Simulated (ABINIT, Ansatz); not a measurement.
# Li3TeF (Pm-3m): zone-centre phonons

Which modes does Li3TeF (Pm-3m) have at the zone centre?

Calculated with ABINIT 10.8.3; DFT LDA, scalar-relativistic, plane waves, PseudoDojo norm-conserving pseudopotentials.

Report form: the programs' logs are mostly left out.

The structure was built from a prototype and need not be the compound's stable phase.

## 1. The starting structure

The structure is cubic, space group Pm-3m (No. 221). The conventional cell has a = 5.015 Å, b = 5.015 Å, c = 5.015 Å, α = 90.00°, β = 90.00°, γ = 90.00°. Nearest to F lie 12 Li at 3.55 Å. Nearest to Te lie 6 Li at 2.51 Å. Nearest to Li lie 2 Te at 2.51 Å. Farther neighbours and most contacts between anions are not listed.

## 2. Relaxing the cell and atoms

The harmonic expansion needs vanishing forces, and a free crystal bears no stress, so cell and atoms are brought to rest. Stress is more sensitive to the basis than forces are: the last 3 Ha under the cutoff are smoothed with ecutsm, and the cutoff is raised above that of the later runs.

The starting cell comes from a relaxation made beforehand in Ansatz (LDA, PseudoDojo NC).

Contents of relax.abi:

```
# relaxation
ionmov 2
optcell 2
dilatmx 1.08
ntime 40
tolmxf 1.0d-05
tolvrs 1.0d-14
prtwf 0
prtden 0
chksymtnons 0

# basis, mesh and filling
ecut 42.0
ecutsm 3.0
ngkpt 4 4 4
nshiftk 1
shiftk 0.0 0.0 0.0
istwfk *1
occopt 1
nband 16
nstep 100
diemac 9.0
prtebands 0
prtgsr 0
useylm 1

# cell and atoms
acell 3*1.0 Angstrom
rprim 
    5.015496749 0.0 0.0
    0.0 5.015496749 0.0
    0.0 0.0 5.015496749
ntypat 3
znucl 9 52 3
natom 5
typat 1 2 3 3 3
xred 
    0.0 0.0 0.0
    0.5 0.5 0.5
    0.5 0.5 0.0
    0.5 0.0 0.5
    0.0 0.5 0.5
pp_dirpath "./pseudo"
pseudos "F.upf, Te.upf, Li.upf"
```

Command:

```
$ OMP_NUM_THREADS=1 mpirun -n 4 abinit relax.abi > relax.log
```

Run time: 93 s. Hardware: 4 MPI ranks of Arm Neoverse V1, shared host; 6.2 min of CPU time.

Little changed from the start: no atom moved by 0.005 Å and no cell edge by 0.1 %.

Numbers from this step:

```yaml
volume_per_atom: 25.23 Å³
pressure: 2.25e-6 GPa
```

## 3. Ground state

First-order wavefunctions inherit every error of the ground state, hence the very tight tolvrs. The mesh is shifted off Γ, since shifted meshes converge sums over the zone faster.

Contents of gs.abi:

```
# ground state
tolvrs 1.0d-16
prtden 1
prtwf 1

# basis, mesh and filling
ecut 34.0
ngkpt 4 4 4
nshiftk 1
shiftk 0.5 0.5 0.5
istwfk *1
occopt 1
nband 16
nstep 100
diemac 9.0
prtebands 0
prtgsr 0
useylm 1

# cell and atoms
acell 3*1.0 Angstrom
rprim 
    5.015224657 0.0 0.0
    0.0 5.015224657 0.0
    0.0 0.0 5.015224657
ntypat 3
znucl 9 52 3
natom 5
typat 1 2 3 3 3
xred 
    0.0 0.0 0.0
    0.5 0.5 0.5
    0.5 0.5 0.0
    0.5 0.0 0.5
    0.0 0.5 0.5
pp_dirpath "./pseudo"
pseudos "F.upf, Te.upf, Li.upf"
```

Command:

```
$ OMP_NUM_THREADS=1 mpirun -n 4 abinit gs.abi > gs.log
```

The job ended after 13 s (4 MPI ranks).

This step gave:

- pressure: -0.7244 GPa

The cell stands at -0.72 GPa: the relaxation ran with a smoothed and higher cutoff and on another k mesh.

## 4. Empty bands

Empty bands on the ground state's density check that the gap assumed so far is there in this cell.

Contents of gap.abi:

```
# empty bands on the ground state's density
iscf -2
getden_filepath "gso_DEN"
tolwfr 1.0d-12
nbdbuf 2
prtwf 0

# basis, mesh and filling
ecut 34.0
ngkpt 4 4 4
nshiftk 1
shiftk 0.0 0.0 0.0
istwfk *1
occopt 1
nband 20
nstep 100
diemac 9.0
prtebands 0
prtgsr 0
useylm 1

# cell and atoms
acell 3*1.0 Angstrom
rprim 
    5.015224657 0.0 0.0
    0.0 5.015224657 0.0
    0.0 0.0 5.015224657
ntypat 3
znucl 9 52 3
natom 5
typat 1 2 3 3 3
xred 
    0.0 0.0 0.0
    0.5 0.5 0.5
    0.5 0.5 0.0
    0.5 0.0 0.5
    0.0 0.5 0.5
pp_dirpath "./pseudo"
pseudos "F.upf, Te.upf, Li.upf"
```

Command:

```
$ OMP_NUM_THREADS=1 mpirun -n 4 abinit gap.abi > gap.log
```

The job ended after 13 s (4 MPI ranks; 51 s of CPU time).

This step gave:

| Quantity | Value |
| --- | --- |
| gap on the k-mesh | 3.090 eV |

In this cell the gap on the mesh is 3.1 eV, indirect (smallest direct 3.2 eV), so fixed occupations hold.

## 5. Zone-centre response

The derivative of the wavefunctions by k comes first, since the response to a field is built on it; then the field and the displacements that symmetry doesn't supply are solved at q = 0.

It reads the wavefunctions written in step 3.

Contents of dfpt_gamma.abi:

```
ndtset 2

# common to the responses
getwfk_filepath "gso_WFK"
kptopt 2
nqpt 1
qpt 0.0 0.0 0.0
asr 0
chneut 0

# d/dk
rfelfd1 2
rfdir1 1 1 1
iscf1 -3
tolwfr1 1.0d-20

# displacements, field
rfphon2 1
rfatpol2 1 5
rfdir2 1 1 1
rfelfd2 3
getddk2 1
tolvrs2 1.0d-10
prtwf2 0

# basis, mesh and filling
ecut 34.0
ngkpt 4 4 4
nshiftk 1
shiftk 0.5 0.5 0.5
istwfk *1
occopt 1
nband 16
nstep 100
diemac 9.0
prtebands 0
prtgsr 0
useylm 1

# cell and atoms
acell 3*1.0 Angstrom
rprim 
    5.015224657 0.0 0.0
    0.0 5.015224657 0.0
    0.0 0.0 5.015224657
ntypat 3
znucl 9 52 3
natom 5
typat 1 2 3 3 3
xred 
    0.0 0.0 0.0
    0.5 0.5 0.5
    0.5 0.5 0.0
    0.5 0.0 0.5
    0.0 0.5 0.5
pp_dirpath "./pseudo"
pseudos "F.upf, Te.upf, Li.upf"
```

Command:

```
$ OMP_NUM_THREADS=1 mpirun -n 4 abinit dfpt_gamma.abi > dfpt_gamma.log
```

The job ended after 3.6 min (4 MPI ranks).

Numbers from this step:

```
miss of the charge sum rule                                       : 0.002714 e
largest acoustic frequency at the zone centre before the sum rule : 2.22 cm⁻¹
highest optical zone-centre mode (no LO-TO term)                  : 558.6 cm⁻¹
lowest optical zone-centre mode                                   : -206.0 cm⁻¹
mean high-frequency dielectric constant                           : 2.841
largest Born charge in size (third of the trace)                  : 1.454 e
```

Born charge (rows field, columns displacement), before the sum rule (e), principal values of the symmetric part by kind of site:

| atom | atoms with these values | low | middle | high | mean |
| --- | --- | --- | --- | --- | --- |
| F1 | 1 | -1.45 | -1.45 | -1.45 | -1.45 |
| Te2 | 1 | -1.25 | -1.25 | -1.25 | -1.25 |
| Li3 | 3 | 0.68 | 0.68 | 1.34 | 0.90 |

In full for Li3:

```
0.68 0.00 0.00
0.00 0.68 0.00
0.00 0.00 1.34
```

High-frequency dielectric tensor:

```
2.84 0.00 0.00
0.00 2.84 0.00
0.00 0.00 2.84
```

The acoustic modes at Γ come out as far as 2.2 cm⁻¹ from zero, where they should vanish, a small numerical error; the Born charges miss their sum rule by 0.0027 e, which is good. The lowest optical mode is imaginary, 206i cm⁻¹, an instability at this level and on this k mesh.

## 6. Zone-centre analysis

anaddb reads the merged derivatives and imposes the acoustic sum rule.

Contents of anaddb.abi:

```
ddb_filepath "gamma_DDB"
output_file "anaddb.abo"
outdata_prefix "anaddb"
asr 1
chneut 1
enunit 2
eivec 1
nph1l 1
qph1l 0.0 0.0 0.0 1.0
dieflag 1
nph2l 3
qph2l 
    1.0 0.0 0.0 0.0
    0.0 0.0 1.0 0.0
    1.0 1.0 1.0 0.0
```

Contents of mrgddb.in:

```
gamma_DDB
merged
2
dfpt_gammao_DS2_DDB
gso_DDB
```

Command:

```
$ mrgddb < mrgddb.in > mrgddb.log
$ OMP_NUM_THREADS=1 anaddb anaddb.abi > anaddb.log
```

The job ended after 0.53 s (1 thread).

The program refused the input: “The lowest mode appears to be a "true" negative mode, and not an acoustic mode”.

With an imaginary mode the lattice part of the dielectric tensor has no meaning; dieflag 2 would ask for the electronic part alone. The modes stand as the response run printed them.

## 7. A second program

The same cell goes through another code at the same cutoff. The files are of one family, but Ansatz's library holds files of its own making for some heavy elements, so those for Te may differ. Its k mesh is centred on Γ.

This step: DFT LDA, scalar-relativistic, plane waves, norm-conserving pseudopotentials of its library (PseudoDojo's, some remade) (Ansatz 0.2.0).

Contents of input.yaml:

```yaml
crystal:
  lattice:
    - [5.015224657, 0.0, 0.0]
    - [0.0, 5.015224657, 0.0]
    - [0.0, 0.0, 5.015224657]
  atoms:
    - { symbol: F, position: [0.0, 0.0, 0.0] }
    - { symbol: Te, position: [0.5, 0.5, 0.5] }
    - { symbol: Li, position: [0.5, 0.5, 0.0] }
    - { symbol: Li, position: [0.5, 0.0, 0.5] }
    - { symbol: Li, position: [0.0, 0.5, 0.5] }
kpoints:
  mp_grid: { grid: [4, 4, 4] }
hamiltonian:
  xc: lda
  pseudopotentials: { kind: nc, accuracy: standard }
scf:
  occupations: { method: fixed }
output:
  eigenvalues: true
basis:
  ecutwfc: 925.187
phonons:
  method: dfpt
  dielectric: true
  rigid_motions: translations
```

Command:

```
$ ansatz run input.yaml --threads 4 --pin off --max-ram 8192MiB --backend cpu --events-out ev --progress --plain --runs-dir out
```

The job ended after 50 s (4 threads; peak memory 1.4 GiB).

This step gave:

```yaml
gap_on_the_k_mesh: 3.091 eV
sum_rule_residual_before_enforcement: 6.37e-4 eV/Å²
miss_of_the_charge_sum_rule: 4.91e-4 e
estimated_error_of_the_dielectric_tensor: 0.007219
estimated_error_of_the_born_charges: 0.01794 e
lowest_optical_zone_centre_mode: -206.1 cm⁻¹
mean_high_frequency_dielectric_constant: 2.844
largest_born_charge_in_size_third_of_the_trace: 1.455 e
highest_mode_moved_by_the_lo_to_term: 592.8 cm⁻¹
```

Transverse modes; imaginary modes left out. Lines of the infrared spectrum (strongest = 100):

| position (cm⁻¹) | label | IR intensity ((D/Å)²/amu), degenerate modes summed, relative |
| --- | --- | --- |
| 79 | T1u | 1.0 |
| 559 | T1u | 100 |

## 8. The two compared: ABINIT PseudoDojo and Ansatz, library NC

Numbers from this step:

```yaml
root_mean_square_difference: 0.12 cm⁻¹
largest_difference: 0.22 cm⁻¹
```

The 12 of 12 modes that differ most. Frequencies side by side:

| q (reciprocal lattice) | mode | ABINIT PseudoDojo (cm⁻¹) | Ansatz, library NC (cm⁻¹) |
| --- | --- | --- | --- |
| 0 0 0 | 1 | -206 | -206.1 |
| 0 0 0 | 2 | -206 | -206.1 |
| 0 0 0 | 3 | -206 | -206.1 |
| 0 0 0 | 4 | -180.4 | -180.4 |
| 0 0 0 | 5 | -180.4 | -180.4 |
| 0 0 0 | 6 | -180.4 | -180.4 |
| 0 0 0 | 10 | 78.97 | 78.75 |
| 0 0 0 | 11 | 78.97 | 78.75 |
| 0 0 0 | 12 | 78.97 | 78.75 |
| 0 0 0 | 13 | 558.6 | 558.6 |
| 0 0 0 | 14 | 558.6 | 558.6 |
| 0 0 0 | 15 | 558.6 | 558.6 |

The two runs side by side. Further quantities:

| quantity | ABINIT PseudoDojo | Ansatz, library NC |
| --- | --- | --- |
| mean ε∞ | 2.841 | 2.844 |
| largest Born charge in size (e; the first before, the second after the charge sum rule) | 1.454 | 1.455 |

At the zone centre the largest difference (acoustic modes at Γ apart) is 0.04 % of the highest mode.

## 9. Summary of results

```
space group after relaxation                     : Pm-3m
volume per atom                                  : 25.2 Å³
highest optical zone-centre mode (no LO-TO term) : 558.6 cm⁻¹
lowest optical zone-centre mode                  : -206.0 cm⁻¹
mean high-frequency dielectric constant          : 2.84
largest Born charge in size (third of the trace) : 1.45 e
largest difference from Ansatz, library NC       : 0.22 cm⁻¹
```

At the LDA level the optical modes of Li3TeF (Pm-3m) at the zone centre (no LO-TO term) run from 206i to 559 cm⁻¹, so the structure is a saddle point, with 6 modes beyond 10i cm⁻¹ there. The base run prints -0.72 GPa, mostly the error of a finite basis; the relaxation, with a smoothed and higher cutoff, had brought the cell to rest. ABINIT PseudoDojo and Ansatz, library NC agree to 0.22 cm⁻¹ (0.04 % of the highest mode compared) on all solved modes but the acoustic ones at Γ, without the LO-TO term. These are harmonic frequencies at zero temperature: anharmonic shifts and linewidths and thermal expansion are left out. Spin-orbit coupling is left out, which can matter for the heavy elements here. Ansatz warns that the cutoff lies 19 % under the one recommended for these files; agreement at one cutoff is not convergence. The total energies of the two programs lie far apart, so at least one potential file in Ansatz's library differs from the published one read by the first program. The structure is a hypothetical one, built on a prototype.

[Host names and launcher messages were left out of these logs when they were recorded.]

[Logs are printed without paths, hosts, clocks, repeated set-up lines and the standing remarks that a program may print on its own settings, such as how far it seeks lower states.]

[Hosts, paths, dates, database ids (printed as entryN), source tags and the programs' standing remarks are cut or masked in the printed files.]
